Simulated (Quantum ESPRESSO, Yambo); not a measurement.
**Al2O3 (Corundum): G0W0 in Yambo against the bands**

How does the gap of Al2O3 (Corundum) converge in the bands?

Calculated with Yambo 5.3.0; PBE and many-body steps on it, plane waves.

### 1. Set-up

It takes space group R-3c (No. 167, trigonal). Conventional cell: a = 4.760 Å, b = 4.760 Å, c = 12.996 Å, α = 90.00°, β = 90.00°, γ = 120.00°. Al has 6 O at 1.85 to 1.97 Å nearest. Nearest to O lie 4 Al at 1.85 to 1.97 Å. Farther neighbours and most contacts between anions are not listed.

Coordinates:

```cif
data_structure
_symmetry_space_group_name_H-M 'P 1'
_symmetry_Int_Tables_number 1
_cell_length_a 5.1302
_cell_length_b 5.1302
_cell_length_c 5.1302
_cell_angle_alpha 55.287
_cell_angle_beta 55.287
_cell_angle_gamma 55.287
_cell_volume 85.02
loop_
_atom_site_label
_atom_site_type_symbol
_atom_site_fract_x
_atom_site_fract_y
_atom_site_fract_z
_atom_site_occupancy
Al1 Al 0.35216 0.35216 0.35216 1
Al2 Al 0.14784 0.14784 0.14784 1
Al3 Al 0.64784 0.64784 0.64784 1
Al4 Al 0.85216 0.85216 0.85216 1
O5 O 0.55668 0.94332 0.25000 1
O6 O 0.25000 0.55668 0.94332 1
O7 O 0.94332 0.25000 0.55668 1
O8 O 0.44332 0.05668 0.75000 1
O9 O 0.75000 0.44332 0.05668 1
O10 O 0.05668 0.75000 0.44332 1
```

The cell and positions come from the Crystallography Open Database and are kept as given unless a step says otherwise.

### 2. 44 bands

This step: Yambo 5.3.0; G0W0 on PBE, plane waves, norm-conserving pseudopotentials.

G0W0 replaces the xc potential by the self-energy, built once from these orbitals. Only a window of levels is corrected, while the sums run over the empty bands that the input names.

The input, gw1.in:

```
HF_and_locXC
gw0
dyson
ppa
em1d
rim_cut
RandQpts= 1000000
RandGvec= 1 RL
EXXRLvcs= 72 Ry
VXCRLvcs= 288 Ry
Chimod= "HARTREE"
% BndsRnXp
 1 | 44 |
%
NGsBlkXp= 9 Ry
% LongDrXp
 1 | 1 | 1 |
%
% GbndRnge
 1 | 44 |
%
DysSolver= "n"
ExtendOut
PPAPntXp= 27.21138 eV
% QPkrange
 1 | 1 | 23 | 26 |
%
```

Started as:

```console
> OMP_NUM_THREADS=2 mpirun -n 4 yambo -F gw1.in -J gw1 -C gw1 > gw1.log
```

What it wrote:

```text
 Yambo, version 5.3.0

 [02] CORE Variables Setup
 =========================

  [... cell, symmetries and grids as in the set-up ...]

  [02.05] Energies & Occupations
  ==============================

  [X] === General ===
  [X] Electronic Temperature                        :  0.000000  0.000000 [eV K]
  [X] Bosonic    Temperature                        :  0.000000  0.000000 [eV K]
  [X] Finite Temperature mode                       : no
  [X] El. density                                   :  0.56459E+24 [cm-3]
  [X] Fermi Level                                   :  7.718763 [eV]

  [X] === Gaps and Widths ===
  [X] Conduction Band Min                           :  6.266286 [eV]
  [X] Valence Band Max                              :  0.000000 [eV]
  [X] Filled Bands                                  :  24
  [X] Empty Bands                                   :    25   378
  [X] Direct Gap                                    :  6.266286 [eV]
  [X] Direct Gap localized at k                     :  1
  [X] Indirect Gap                                  :  6.266286 [eV]
  [X] Indirect Gap between kpts                     :  1  1
  [X] Last valence band width                       :  0.549059 [eV]
  [X] 1st conduction band width                     :  3.582157 [eV]

 [03] Transferred momenta grid and indexing
 ==========================================

 IBZ Q-points                                      :  14
 BZ  Q-points                                      :   64

 K/Q-points units:
 rlu = crystal or reduced units; cc = cartesian coordinates; iku = interal k-units

 Q [ 1]         [rlu]:  0.000000  0.000000  0.000000
 Q [ 2]         [rlu]: -0.13482E-16 -0.27360E-16  0.25000
 Q [ 3]         [rlu]:  0.26965E-16  0.54720E-16 -0.50000
 Q [ 4]         [rlu]:  0.86127E-17  0.25000      0.25000
 Q [ 5]         [rlu]: -0.12880E-16  0.25000      0.50000
 Q [ 6]         [rlu]: -0.15111E-16  0.25000     -0.25000
 Q [ 7]         [rlu]:  0.11061E-15 -0.50000     -0.50000
 Q [ 8]         [rlu]:  0.250000  0.250000  0.250000
 Q [ 9]         [rlu]:  0.250000  0.250000  0.500000
 Q [10]         [rlu]:  0.250000  0.250000 -0.250000
 Q [11]         [rlu]:  0.250000  0.500000  0.500000
 Q [12]         [rlu]:  0.250000  0.500000  0.750000
 Q [13]         [rlu]: -0.500000 -0.500000 -0.500000
 Q [14]         [rlu]: -0.25000      0.44742E-17 -0.50000

 [04] Coloumb potential Random Integration (RIM)
 ===============================================

  [04.01] RIM initialization
  ==========================

  * Diagonal components only detected *

  8 x (sBL volume)        :  0.054043 [a.u.]
  sBZ random points       :  1000000
  Points outside the sBZ  :   7967396
  RL volume               :  0.432347 [a.u.]
  Integrated volume       :  0.434116 [a.u.]

  [04.02] RIM integrals
  =====================

  Gamma point sphere radius             :  0.068580 [a.u.]
  Points outside the sphere             :   800626
  [Int_sBZ(q=0) 1/q^2]*(Vol_sBZ)^(-1/3) =:  7.770918
                                 should be <:  7.795600

  Summary of Coulomb integrals for non-metallic bands |Q|[au] RIM/Bare

  Q [1] 0.100000E-4 0.996834 * Q [8] 0.191887 1.041586
  Q [2] 0.211524 1.077508 * Q [4] 0.238781 1.069714
  Q [9] 0.325746 1.027742 * Q [6] 0.349219 1.032846
  Q [11] 0.378062 1.020848 * Q [13] 0.383774 1.015523
  Q [5] 0.398466 1.024401 * Q [14] 0.398466 1.024201
  Q [10] 0.408285 1.024609 * Q [3] 0.423049 1.022144
  Q [7] 0.477561 1.017329 * Q [12] 0.518880 1.013830

 [WARNING] [Xp] User bands 1-44 break level degeneracy

 [05] Dipoles
 ============

  [05.01] Setup: observables and procedures
  =========================================

  [WARNING] [x,Vnl] slows the Dipoles computation. To neglect it rename the ns.kb_pp file

 [06] Dynamic Dielectric Matrix (PPA)
 ====================================

 [WR./gw1//ndb.pp]---------------------------------------------------------------
  Brillouin Zone Q/K grids (IBZ/BZ)                :   14   64   14   64
  RL vectors                                       :   7193 [WF]
  Coulomb cutoff potential                         : none
  Electronic Temperature                           :  0.000000 [K]
  Bosonic    Temperature                           :  0.000000 [K]
  PPA    diel. fun.  energies                      : Perdew, Burke & Ernzerhof(X)+Perdew, Burke & Ernzerhof(C)
  wavefunctions                                    : Perdew, Burke & Ernzerhof(X)+Perdew, Burke & Ernzerhof(C)
  Global Gauge                                     : length
  X matrix size                                    :  283
  X band range                                     :    1   44
  X e/h energy range                               : -1.000000 -1.000000 [eV]
  X Time ordering                                  : R
  X Hxc Kernel                                     : HARTREE
  X Drude frequency                                :  0.000000  0.000000
  X poles                                          :  100.0000 [o/o]
  RL vectors in the sum                            :   7193
  [r,Vnl] included                                 : yes
  Field direction                                  :  0.577350E-5  0.577350E-5  0.577350E-5
  BZ energy Double Grid                            : no
  BZ energy DbGd points                            : 0
  BZ Q point size factor                           : -1.000000
  X Optical Averaged directions                    : none

 [07] Local Exchange-Correlation + Non-Local Fock
 ================================================

 [VXC] Plane waves :   47361
 [EXS] Plane waves :   5903

 QP @ state[ 1 ] K range:  1  1
 QP @ state[ 1 ] b range:  23  26

 [xc] Functional : Perdew, Burke & Ernzerhof(X)+Perdew, Burke & Ernzerhof(C)
 [xc] LIBXC used to calculate xc functional
  PP Number of Atomic Species                      :  2
  NLCC RL compoments                               :   47361
  PP Number of Atomic Species                      :  2
  NLCC RL compoments                               :   47361

 [xc] E_xc :  -25.09480 [Ha]
      E_xc :  -50.18961 [Ry]

  Local XC kind (lXC) : Perdew, Burke & Ernzerhof(X)+Perdew, Burke & Ernzerhof(C)
  Non-Local XC kind (nlXC) : Hartree-Fock

  Corrections @ K [1] :  [eV]
 <23|nlXC|23> = -25.96448  0.82281E-17 <23|lXC|23> = -20.46721  0.18882E-15
 <24|nlXC|24> = -25.83744 -0.25266E-16 <24|lXC|24> = -20.39734 -0.16579E-23
 <25|nlXC|25> = -8.925463  0.17510E-18 <25|lXC|25> = -13.77888 -0.70806E-16
 <26|nlXC|26> = -6.122233 -0.40166E-19 <26|lXC|26> = -11.42354 -0.94408E-16

 [08] Dyson equation: Newton solver
 ==================================

  [08.01] G0W0 (W PPA)
  ====================

  [  GW  ] Bands range     :    1   44
  [GW/PPA] G damping       :  0.100000 [eV]

  QP @ state[ 1 ] K range:  1  1
  QP @ state[ 1 ] b range:  23  26

   Sc/G bands                                       :    1   44
   Sc/G damping                                     :  0.100000 ev
   Sc bands terminator                              : no
   Sx RL components                                 :   5903

   QP @ state[ 1 ] K range                          :  1  1
   QP @ state[ 1 ] b range                          :  23  26
   GF energies kind                                 : Perdew, Burke & Ernzerhof(X)+Perdew, Burke & Ernzerhof(C)
   GF WF`s kind                                     : Perdew, Burke & Ernzerhof(X)+Perdew, Burke & Ernzerhof(C)
   Xs energies kind                                 : Perdew, Burke & Ernzerhof(X)+Perdew, Burke & Ernzerhof(C)
   Xs WF`s kind                                     : Perdew, Burke & Ernzerhof(X)+Perdew, Burke & Ernzerhof(C)

 [11] Game Over & Game summary
```

The job ended after 36 s (4 MPI ranks of Arm Neoverse V2, shared host; peak memory 3.2 GiB; 4.3 min of CPU time).

Numbers from this step:

```
G0W0 gap on the points computed              : 9.079 eV
starting gap on the mesh                     : 6.266 eV
k of the valence top                         : 0, 0, 0
k of the conduction bottom                   : 0, 0, 0
least direct G0W0 gap on the computed points : 9.079 eV
Z at the valence top                         : 0.8155
Z at the conduction bottom                   : 0.8619
```

The gap on the mesh goes from 6.27 eV to 9.08 eV, a correction of +2.81 eV.

### 3. 68 bands

The input, gw2.in:

```
HF_and_locXC
gw0
dyson
ppa
em1d
rim_cut
RandQpts= 1000000
RandGvec= 1 RL
EXXRLvcs= 72 Ry
VXCRLvcs= 288 Ry
Chimod= "HARTREE"
% BndsRnXp
 1 | 68 |
%
NGsBlkXp= 9 Ry
% LongDrXp
 1 | 1 | 1 |
%
% GbndRnge
 1 | 68 |
%
DysSolver= "n"
ExtendOut
PPAPntXp= 27.21138 eV
% QPkrange
 1 | 1 | 23 | 26 |
%
```

Started as:

```console
> OMP_NUM_THREADS=2 mpirun -n 4 yambo -F gw2.in -J gw2 -C gw2 > gw2.log
```

What it wrote:

```text
 Yambo, version 5.3.0

 [02] CORE Variables Setup
 =========================

  [... cell, symmetries and grids as in the set-up ...]

  [02.05] Energies & Occupations
  ==============================

  [X] === General ===
  [X] Electronic Temperature                        :  0.000000  0.000000 [eV K]
  [X] Bosonic    Temperature                        :  0.000000  0.000000 [eV K]
  [X] Finite Temperature mode                       : no
  [X] El. density                                   :  0.56459E+24 [cm-3]
  [X] Fermi Level                                   :  7.718763 [eV]

  [X] === Gaps and Widths ===
  [X] Conduction Band Min                           :  6.266286 [eV]
  [X] Valence Band Max                              :  0.000000 [eV]
  [X] Filled Bands                                  :  24
  [X] Empty Bands                                   :    25   378
  [X] Direct Gap                                    :  6.266286 [eV]
  [X] Direct Gap localized at k                     :  1
  [X] Indirect Gap                                  :  6.266286 [eV]
  [X] Indirect Gap between kpts                     :  1  1
  [X] Last valence band width                       :  0.549059 [eV]
  [X] 1st conduction band width                     :  3.582157 [eV]

 [03] Transferred momenta grid and indexing
 ==========================================

 IBZ Q-points                                      :  14
 BZ  Q-points                                      :   64

 K/Q-points units:
 rlu = crystal or reduced units; cc = cartesian coordinates; iku = interal k-units

 Q [ 1]         [rlu]:  0.000000  0.000000  0.000000
 Q [ 2]         [rlu]: -0.13482E-16 -0.27360E-16  0.25000
 Q [ 3]         [rlu]:  0.26965E-16  0.54720E-16 -0.50000
[...]
================================================

 [VXC] Plane waves :   47361
 [EXS] Plane waves :   5903

 QP @ state[ 1 ] K range:  1  1
 QP @ state[ 1 ] b range:  23  26

 [xc] Functional : Perdew, Burke & Ernzerhof(X)+Perdew, Burke & Ernzerhof(C)
 [xc] LIBXC used to calculate xc functional
  PP Number of Atomic Species                      :  2
  NLCC RL compoments                               :   47361
  PP Number of Atomic Species                      :  2
  NLCC RL compoments                               :   47361

 [xc] E_xc :  -25.09480 [Ha]
      E_xc :  -50.18961 [Ry]

  Local XC kind (lXC) : Perdew, Burke & Ernzerhof(X)+Perdew, Burke & Ernzerhof(C)
  Non-Local XC kind (nlXC) : Hartree-Fock

  Corrections @ K [1] :  [eV]
 <23|nlXC|23> = -25.96448  0.82281E-17 <23|lXC|23> = -20.46721  0.18882E-15
 <24|nlXC|24> = -25.83744 -0.25266E-16 <24|lXC|24> = -20.39734 -0.16579E-23
 <25|nlXC|25> = -8.925463  0.17510E-18 <25|lXC|25> = -13.77888 -0.70806E-16
 <26|nlXC|26> = -6.122233 -0.40166E-19 <26|lXC|26> = -11.42354 -0.94408E-16

 [08] Dyson equation: Newton solver
 ==================================

  [08.01] G0W0 (W PPA)
  ====================

  [  GW  ] Bands range     :    1   68
  [GW/PPA] G damping       :  0.100000 [eV]

  QP @ state[ 1 ] K range:  1  1
  QP @ state[ 1 ] b range:  23  26

   Sc/G bands                                       :    1   68
   Sc/G damping                                     :  0.100000 ev
   Sc bands terminator                              : no
   Sx RL components                                 :   5903

   QP @ state[ 1 ] K range                          :  1  1
   QP @ state[ 1 ] b range                          :  23  26
   GF energies kind                                 : Perdew, Burke & Ernzerhof(X)+Perdew, Burke & Ernzerhof(C)
   GF WF`s kind                                     : Perdew, Burke & Ernzerhof(X)+Perdew, Burke & Ernzerhof(C)
   Xs energies kind                                 : Perdew, Burke & Ernzerhof(X)+Perdew, Burke & Ernzerhof(C)
   Xs WF`s kind                                     : Perdew, Burke & Ernzerhof(X)+Perdew, Burke & Ernzerhof(C)

 [11] Game Over & Game summary
```

Wall time 65 s (4 MPI ranks); peak memory 3.2 GiB; 8.1 min of CPU time.

This step gave:

```
G0W0 gap on the points computed              : 8.586 eV
starting gap on the mesh                     : 6.266 eV
k of the valence top                         : 0, 0, 0
k of the conduction bottom                   : 0, 0, 0
least direct G0W0 gap on the computed points : 8.586 eV
Z at the valence top                         : 0.8187
Z at the conduction bottom                   : 0.8569
```

Against the run before, the gap moves by −0.493 eV.

### 4. 113 bands

The input, gw3.in:

```
HF_and_locXC
gw0
dyson
ppa
em1d
rim_cut
RandQpts= 1000000
RandGvec= 1 RL
EXXRLvcs= 72 Ry
VXCRLvcs= 288 Ry
Chimod= "HARTREE"
% BndsRnXp
 1 | 113 |
%
NGsBlkXp= 9 Ry
% LongDrXp
 1 | 1 | 1 |
%
% GbndRnge
 1 | 113 |
%
DysSolver= "n"
ExtendOut
PPAPntXp= 27.21138 eV
% QPkrange
 1 | 1 | 23 | 26 |
%
```

Started as:

```console
> OMP_NUM_THREADS=2 mpirun -n 4 yambo -F gw3.in -J gw3 -C gw3 > gw3.log
```

What it wrote:

```text
 Yambo, version 5.3.0

 [02] CORE Variables Setup
 =========================

  [... cell, symmetries and grids as in the set-up ...]

  [02.05] Energies & Occupations
  ==============================

  [X] === General ===
  [X] Electronic Temperature                        :  0.000000  0.000000 [eV K]
  [X] Bosonic    Temperature                        :  0.000000  0.000000 [eV K]
  [X] Finite Temperature mode                       : no
  [X] El. density                                   :  0.56459E+24 [cm-3]
[...]
Sx RL components                                 :   5903

   QP @ state[ 1 ] K range                          :  1  1
   QP @ state[ 1 ] b range                          :  23  26
   GF energies kind                                 : Perdew, Burke & Ernzerhof(X)+Perdew, Burke & Ernzerhof(C)
   GF WF`s kind                                     : Perdew, Burke & Ernzerhof(X)+Perdew, Burke & Ernzerhof(C)
   Xs energies kind                                 : Perdew, Burke & Ernzerhof(X)+Perdew, Burke & Ernzerhof(C)
   Xs WF`s kind                                     : Perdew, Burke & Ernzerhof(X)+Perdew, Burke & Ernzerhof(C)

 [11] Game Over & Game summary
```

Run time: 2 min. Hardware: 4 MPI ranks; peak memory 3.3 GiB.

Numbers from this step:

```
G0W0 gap on the points computed              : 8.449 eV
starting gap on the mesh                     : 6.266 eV
k of the valence top                         : 0, 0, 0
k of the conduction bottom                   : 0, 0, 0
least direct G0W0 gap on the computed points : 8.449 eV
```

Against the run before, the gap moves by −0.137 eV.

(Continued in part 2 of 2.)

[Paths, hosts, dates, memory and timing lines, banners, echoed tables and standing remarks are left out of the program output.]

[Logs are printed without paths, hosts, clocks, repeated set-up lines and the standing remarks that a program may print on its own settings, such as how far it seeks lower states.]

[Runs of the session that timed out or met a known fault of the program may be left out.]

[Hosts, paths, dates, database ids (printed as entryN), source tags and the programs' standing remarks are cut or masked in the printed files.]
